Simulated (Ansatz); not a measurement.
# From spin parameters to the magnetic ion

A crystal has the composition Ba2MP2O8, where M is a 3d element. A calculation (PBEsol+U, spin-orbit coupling in second variation, Ansatz) gives:

| Item | Value |
| --- | --- |
| S | 1/2 |
| g | 2.0693, 2.0744, 2.2392 |
| moment in its sphere | 0.65 μB |

**Question.** Which ion is it, and why?

The crystal is Ba2CuP2O8, space group C2/m. The spin sits on Cu, with 4 O at 1.94 Å round it. With the usual charges of the other elements M must be +2. High-spin ions of that charge with S = 1/2 are d9 and d1, Cu and Sc; the sign of the g shift picks Cu²⁺ d⁹. Low-spin ions are left aside. The shift is positive: in a shell more than half full the orbital moment adds to the spin.

[Hosts, paths, dates, database ids (printed as entryN), source tags and the programs' standing remarks are cut or masked in the printed files.]
